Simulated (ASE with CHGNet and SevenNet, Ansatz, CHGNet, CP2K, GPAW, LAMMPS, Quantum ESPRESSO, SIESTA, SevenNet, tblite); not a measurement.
# Running aqueous Cs+ and SO4 2-, 1.7 mol of salt per kg of water at 360 K (106 atoms) with machine-learned potentials

Wanted: machine-learned potentials inputs and outputs for aqueous Cs+ and SO4 2-, 1.7 mol of salt per kg of water at 360 K (106 atoms), checked against a plane-wave reference.

Program: ASE with CHGNet and SevenNet. Level of theory: the method is named at each step. Results are calculated unless marked as measured.

### Step 1. The structure

The cell holds 106 atoms: 37 O, 1 S, 66 H and 2 Cs. Its edges and angles: a = 10.287 Å, b = 10.287 Å, c = 10.287 Å, α = 90.0°, β = 90.0°, γ = 90.0°. 33 H2O, 2 Cs+, 1 SO4 2- placed at random, at 1.46 g/cm³; overlaps pushed apart, then 10 ps at 420 K with Joung-Cheatham ions (J. Phys. Chem. B 112, 9020 (2008)); MMFF94 bonds, angles, torsions, charges and radii (Halgren, J. Comput. Chem. 17, 490 (1996)) in harmonic and 12-6 forms; SPC/E water (Berendsen, Grigera and Straatsma, J. Phys. Chem. 91, 6269 (1987)). Snapshot after 20 ps at 360 K and fixed volume.

The yardstick, on the same geometry:

| Item | Value |
| --- | --- |
| method | Kohn-Sham DFT, PBE, SSSP efficiency 1.3.0 pseudopotentials, plane waves (Quantum ESPRESSO 7.5); sssp-pbe-1.3.0-efficiency, cutoffs 60/480 Ry, Γ point |
| r.m.s. force component | 0.6778 eV/Å |
| longest force | 3.947 eV/Å |
| pressure | 0.31 GPa |
| gap (highest filled to lowest empty level) | 4.14 eV |
| time | 2.8 min on 2 MPI ranks of Arm Neoverse V2, shared host |
| CPU time | 5.6 min |

### Step 2. CHGNet r2SCAN potential

Method: machine-learned interatomic potential CHGNet r2SCAN, trained on r2SCAN plane-wave data.

run.py

```python
import numpy as np
from ase.io import read
import mlip  # loads the published weights by name

atoms = read("structure.xyz")
atoms.calc = mlip.calc("chgnet-r2scan")
energy = atoms.get_potential_energy()
forces = atoms.get_forces()
print(f"energy {energy:.6f} eV")
print("forces (eV/A)")
for i, (a, f) in enumerate(zip(atoms, forces)):
    print(f"{i:4d} {a.symbol:2s} {f[0]:10.5f} {f[1]:10.5f} {f[2]:10.5f}")
stress = -atoms.get_stress(voigt=False) * 160.21766
print("stress (GPa, compression positive)")
for row in stress:
    print(" ".join(f"{x:10.4f}" for x in row))
```

structure.xyz

```xyz
106
Lattice="10.28660 0.00000 0.00000 0.00000 10.28660 0.00000 0.00000 0.00000 10.28660" Properties=species:S:1:pos:R:3 pbc="T T T"
O 3.43254 8.34439 10.18764
S 2.11647 7.86935 0.23268
O 1.15519 8.89462 0.40797
O 1.72753 7.01947 9.42829
O 2.21831 7.04478 1.40371
O 5.87529 3.03115 5.17838
H 6.37718 3.07682 6.04214
H 5.34142 2.18611 5.14741
O 3.70379 0.10050 1.69821
H 3.60782 9.63392 1.04738
H 4.03811 10.03242 2.57144
O 5.29873 10.27261 4.16021
H 6.15015 0.09001 3.64619
H 5.50426 9.94714 5.08323
O 4.93613 5.34379 8.06984
H 4.12596 5.82201 7.73079
H 5.18784 5.70865 8.96621
O 2.38083 9.19437 5.23722
H 2.86739 8.60577 4.59163
H 2.57360 10.15246 5.02531
O 9.66704 3.67715 5.37228
H 9.17575 4.49298 5.67728
H 9.48023 3.51853 4.40277
O 3.34808 1.64442 5.24534
H 4.06753 1.15035 4.75714
H 3.22598 2.54768 4.83388
O 8.71738 1.10972 5.78590
H 9.07556 1.99807 5.49829
H 8.50311 0.55959 4.97871
O 8.29265 10.10946 3.33080
H 7.79745 0.30644 2.60909
H 9.21268 9.88378 3.01027
O 5.70701 0.42329 6.65399
H 5.32332 0.33339 7.57310
H 6.70275 0.49252 6.71386
O 2.88416 4.33704 4.51643
H 3.79956 4.73657 4.56550
H 2.28126 4.94734 4.00262
O 3.63240 7.42631 3.50660
H 4.31502 6.71520 3.67551
H 3.03146 7.14085 2.76010
O 5.52812 7.09673 0.10348
H 4.75529 7.71536 0.24482
H 5.45529 6.32317 0.73313
O 0.93227 5.73046 3.22547
H 0.15944 5.14505 2.98065
H 1.22493 6.24942 2.42229
O 7.85361 0.11336 0.17539
H 8.02056 9.42787 0.34018
H 8.64496 0.51382 10.00022
O 8.87857 4.55079 2.71700
H 8.13711 4.83717 3.32391
H 8.53850 4.49638 1.77814
O 7.49996 7.13005 3.95551
H 7.25987 8.06634 3.69906
H 8.36105 7.13417 4.46397
[... 46 atom lines left out ...]
H 3.99490 2.15556 9.43096
H 4.66826 3.46144 8.71830
Cs 0.16047 8.48912 7.84806
Cs 1.63351 3.04998 6.97987
```

Run with:

```console
> OMP_NUM_THREADS=1 python run.py > output.txt
```

What it wrote:

```text
CHGNet vr2scan initialized with 412,525 parameters
CHGNet will run on cpu
energy -617.675537 eV
forces (eV/A)
   0 O     1.13736    1.74685   -0.28214
   1 S     1.37246   -1.15217   -0.56876
   2 O    -1.66418    2.01542    0.28276
   3 O    -0.77262   -1.45775   -1.23338
   4 O    -0.25476   -0.90048    1.85583
   5 O     0.36719   -0.90617    1.23126
   6 H    -0.90522   -0.34632   -1.32638
   7 H     0.82135    1.05703    0.34424
   8 O     0.24849   -0.90844    0.47399
   9 H     0.10042    0.62658    0.70079
  10 H    -0.30325    0.23306   -0.79297
  11 O     0.97909   -0.16269   -0.67579
  12 H    -1.23636   -0.08455    0.95557
  13 H    -0.07330    0.49131   -0.46932
  14 O    -0.00249    0.52361    0.62407
  15 H     0.83384   -0.24861    0.29014
  16 H    -0.39204   -0.21600   -1.07413
  17 O     0.37778    0.44544   -0.38741
  18 H    -0.23495    0.51352    0.34322
  19 H    -0.13202   -1.15382    0.29015
  20 O    -0.78056    0.48583   -1.08130
  21 H     0.29230   -0.84365   -0.36277
  22 H     0.23335    0.57623    1.16847
  23 O     0.50274    0.11163   -0.93744
[...]
98 O     0.79221    0.34927    0.46116
  99 H    -0.10917    1.05705   -0.70127
 100 H    -0.82078   -1.21031    0.27609
 101 O     1.05791   -0.76190    0.79973
 102 H    -0.02983    1.13672   -0.95929
 103 H    -1.08588   -0.46077    0.20520
 104 Cs   -0.80298    0.60493   -0.80098
 105 Cs    0.02797   -0.08338    0.09476
stress (GPa, compression positive)
   -2.0083    -0.4464     0.0492
   -0.4464    -3.2551     0.6002
    0.0492     0.6002    -1.6331
```

Run time: 4.4 s. Hardware: 1 thread of Arm Neoverse V2, shared host; peak memory 1.8 GiB.

Banners, paths, timers and routine set-up lines are dropped from the logs unmarked, and long logs keep their key lines alone; longer cuts are marked.

Compared with the plane-wave run:

| Property | Result |
| --- | --- |
| r.m.s. force component | 0.675 eV/Å |
| r.m.s. difference of force components | 272.4 meV/Å |
| longest difference of force vectors | 1322 meV/Å |
| force difference over r.m.s. force | 40.19 % |
| slope of forces against the reference's | 0.9152 |
| correlation of force components | 0.9189 |
| pressure | -2.299 GPa |
| pressure difference | -2.609 GPa |

Length of the force difference by element (eV/Å):

| element | atoms | mean | most |
| --- | --- | --- | --- |
| Cs | 2 | 0.36 | 0.62 |
| H | 66 | 0.30 | 0.47 |
| O | 37 | 0.62 | 1.3 |
| S | 1 | 1.2 | 1.2 |

The surroundings of O12, picked at random, nearest first, numbered as they follow in the input and with coordinates relative to it.

| atom | x | y | z | distance (Å) | bonds | Fx | Fy | Fz (eV/Å) |
| --- | --- | --- | --- | --- | --- | --- | --- | --- |
| O12 | 0.00 | 0.00 | 0.00 | 0.00 | 2 | 0.98 | -0.16 | -0.68 |
| H13 | 0.85 | 0.10 | -0.51 | 1.00 | 1 | -1.24 | -0.08 | 0.96 |
| H14 | 0.21 | -0.33 | 0.92 | 1.00 | 1 | -0.07 | 0.49 | -0.47 |
| H25 | -1.23 | 1.16 | 0.60 | 1.80 | 1 | -0.62 | 0.37 | 0.32 |
| H11 | -1.26 | -0.24 | -1.59 | 2.04 | 1 | -0.30 | 0.23 | -0.79 |
| H8 | 0.04 | 2.20 | 0.99 | 2.41 | 1 | 0.82 | 1.06 | 0.34 |
| O33 | 0.41 | 0.44 | 2.49 | 2.56 | 2 | 1.23 | 0.02 | 0.34 |
| O24 | -1.95 | 1.66 | 1.09 | 2.78 | 3 | 0.50 | 0.11 | -0.94 |
| H20 | -2.73 | -0.12 | 0.87 | 2.86 | 1 | -0.13 | -1.15 | 0.29 |

Atoms are counted from 1 here, from 0 in the log.

Forces lie 40 % from the reference's, at 0.013 times its CPU time (on 1 against 2 cores).

### Step 3. SevenNet l3i5 potential

Method: machine-learned interatomic potential SevenNet l3i5, trained on PBE(+U) plane-wave data.

run.py: that of step 2 with these lines changed.

```diff
@@ -5,3 +5,3 @@
 atoms = read("structure.xyz")
-atoms.calc = mlip.calc("chgnet-r2scan")
+atoms.calc = mlip.calc("7net-l3i5")
 energy = atoms.get_potential_energy()
```

structure.xyz is that of step 2.

What it wrote:

```text
energy -517.050293 eV
forces (eV/A)
   0 O     1.33035    2.49128   -0.24803
   1 S     1.99403   -2.08943   -0.91287
   2 O    -2.05133    2.47263    0.40333
   3 O    -0.93763   -1.77309   -1.42607
   4 O    -0.32716   -0.93900    2.26168
   5 O     0.54693   -0.23067    0.74777
   6 H    -0.89207   -0.61026   -1.12322
   7 H     0.86147    0.81075    0.67422
   8 O     0.26091   -0.39432    0.53369
   9 H     0.18153    0.44291    0.60510
  10 H    -0.18290   -0.01782   -0.52584
  11 O     0.51045   -0.21319   -1.04321
  12 H    -0.96469   -0.06450    0.96186
  13 H     0.06308    0.48463   -0.17330
  14 O     0.37873   -0.04657    0.38012
  15 H     0.71441    0.09266    0.09016
  16 H    -0.45933    0.09039   -0.92162
  17 O     0.08460    0.21644    0.07618
  18 H    -0.08656    0.40388    0.11711
  19 H    -0.03792   -0.87400    0.27838
  20 O    -0.50163    0.22946   -1.03750
  21 H    -0.02289   -0.64639   -0.26480
  22 H     0.12668    0.69230    0.83639
  23 O     0.24100   -0.13288   -0.69266
[...]
98 O     0.20444    0.32428   -0.08427
  99 H     0.17157    1.22141   -0.58931
 100 H    -0.68248   -1.15012    0.56603
 101 O     0.48498   -0.76346    0.62432
 102 H     0.21732    0.89582   -0.86285
 103 H    -0.86193   -0.27398    0.22754
 104 Cs   -1.25140    1.02323   -1.28523
 105 Cs    0.04664   -0.24951    0.05512
stress (GPa, compression positive)
    0.5344    -0.4382     0.2057
   -0.4382    -0.8772     0.5539
    0.2057     0.5539     1.0662
```

Elapsed: 11 s, on 1 thread; peak memory 2.1 GiB.

Compared with the plane-wave run:

```yaml
r_m_s_force_component: 0.6233 eV/Å
r_m_s_difference_of_force_components: 81.94 meV/Å
longest_difference_of_force_vectors: 714.4 meV/Å
force_difference_over_r_m_s_force: 12.09 %
slope_of_forces_against_the_reference_s: 0.9156
correlation_of_force_components: 0.9956
pressure: 0.2411 GPa
pressure_difference: -0.0689 GPa
```

Against the first run (40 %), the force difference from the reference is 12 %, at 2.6 times the CPU time.

### Step 4. SevenNet 0 potential

Method: machine-learned interatomic potential SevenNet 0, trained on PBE(+U) plane-wave data.

run.py: that of step 3 with these lines changed.

```diff
@@ -5,3 +5,3 @@
 atoms = read("structure.xyz")
-atoms.calc = mlip.calc("7net-l3i5")
+atoms.calc = mlip.calc("7net-0")
 energy = atoms.get_potential_energy()
```

structure.xyz is that of step 3.

What it wrote:

```text
energy -517.156006 eV
forces (eV/A)
   0 O     1.30867    2.50645   -0.31610
   1 S     1.95811   -2.13744   -1.08387
   2 O    -2.07539    2.51932    0.40055
   3 O    -0.96338   -1.68156   -1.37507
   4 O    -0.39539   -0.92915    2.28950
   5 O     0.50696   -0.25103    0.77263
   6 H    -0.88040   -0.59646   -1.13838
   7 H     0.85545    0.82172    0.65505
   8 O     0.29944   -0.38691    0.49814
   9 H     0.12816    0.43443    0.62824
  10 H    -0.17538    0.00322   -0.52638
  11 O     0.46106   -0.17859   -1.03323
  12 H    -0.96107   -0.08512    0.95112
  13 H     0.07844    0.49310   -0.14131
  14 O     0.40797   -0.06368    0.36369
  15 H     0.68737    0.10204    0.10095
  16 H    -0.45879    0.10628   -0.90830
  17 O     0.13948    0.26803    0.11247
  18 H    -0.08856    0.38095    0.08075
  19 H    -0.05058   -0.88898    0.25318
  20 O    -0.46172    0.19790   -1.03005
  21 H    -0.02950   -0.65071   -0.29639
  22 H     0.12813    0.73285    0.86496
  23 O     0.25462   -0.15982   -0.68414
[...]
98 O     0.18249    0.31310   -0.06656
  99 H     0.18282    1.14482   -0.57401
 100 H    -0.67899   -1.11770    0.56036
 101 O     0.43281   -0.79282    0.56866
 102 H     0.24079    0.93419   -0.85465
 103 H    -0.86926   -0.29065    0.26005
 104 Cs   -1.16211    0.97261   -1.12454
 105 Cs    0.07373   -0.21539    0.13105
stress (GPa, compression positive)
    0.4973    -0.4424     0.1736
   -0.4424    -0.8631     0.5205
    0.1736     0.5205     1.0780
```

The job ended after 7.6 s (1 thread; peak memory 1.2 GiB).

Against the reference:

* r.m.s. force component: 0.6197 eV/Å
* r.m.s. difference of force components: 86.32 meV/Å
* longest difference of force vectors: 709.4 meV/Å
* force difference over r.m.s. force: 12.74 %
* slope of forces against the reference's: 0.9099
* correlation of force components: 0.9951
* pressure: 0.2374 GPa
* pressure difference: -0.0726 GPa

Against the first run (40 %), the force difference from the reference is 13 %, at 1.7 times the CPU time.

### Step 5. All runs compared

Differences are against the plane-wave reference, forces as r.m.s. over components; share is that over the reference's r.m.s. force, slope the least-squares factor from reference forces to these. Total energies of different programs have different zeros and aren't compared.

| run | Δ force, r.m.s. (meV/Å) | share (%) | slope | Δ pressure (GPa) | cores | CPU time | memory (GiB) |
| --- | --- | --- | --- | --- | --- | --- | --- |
| reference | - | - | - | - | 2 | 5.6 min | 2.7 |
| CHGNet r2SCAN potential | 272 | 40.2 | 0.915 | -2.61 | 1 | 4.3 s | 1.8 |
| SevenNet l3i5 potential | 81.9 | 12.1 | 0.916 | -0.0689 | 1 | 11 s | 2.1 |
| SevenNet 0 potential | 86.3 | 12.7 | 0.910 | -0.0726 | 1 | 7.6 s | 1.2 |

Times of the machine-learned potentials are mostly Python's start and the loading of weights.

CPU time is summed over cores on a shared host, where runs went side by side, so it is rough. Symmetry, cutoffs, thresholds, outputs and thread counts weren't matched or tuned between programs; memory under MPI is the largest rank's times the ranks.

### Step 6. Summary of results

```
nearest in forces : SevenNet l3i5 potential, 12 %
its CPU time      : 11 s
```

In words: Machine-learned potentials differ by 12 % (SevenNet l3i5 potential) to 40 % (CHGNet r2SCAN potential); they were trained on other programs' data, some at another functional. The reference's pressure holds the uncorrected Pulay stress of its 60 Ry basis, so small pressure differences, and their order, may be the reference's own error. Machine-learned potentials mimic data converged in k, so the reference's own k-point error enters their differences. The network of contacts between molecules at the start is that of the classical potential that made the cell, and needn't be the one that DFT or experiment would give. The concentration wasn't checked against solubility and may exceed it. The reference's PBE has no dispersion term, which matters for the binding between molecules or layers. The density was typed from a rule of thumb and may lie off the real one at this temperature. The electronic-structure runs sample only Γ, in a cell whose shortest periodic width is 10 Å. Spin–orbit coupling is left out, which matters for the levels of the heavy elements.

[Also dropped from logs without a mark: logging warnings of Python, and SIESTA's first energy breakdown and zero terms.]

[Logs are printed without paths, hosts, clocks, repeated set-up lines and the standing remarks that a program may print on its own settings, such as how far it seeks lower states.]

[Hosts, paths, dates, database ids (printed as entryN), source tags and the programs' standing remarks are cut or masked in the printed files.]

[The MMFF94 radii named for the starting cell were scaled by 0.96; in molecules described by MMFF94, hydrogen bound to N, O or S took a small fixed 12-6 site in their place.]
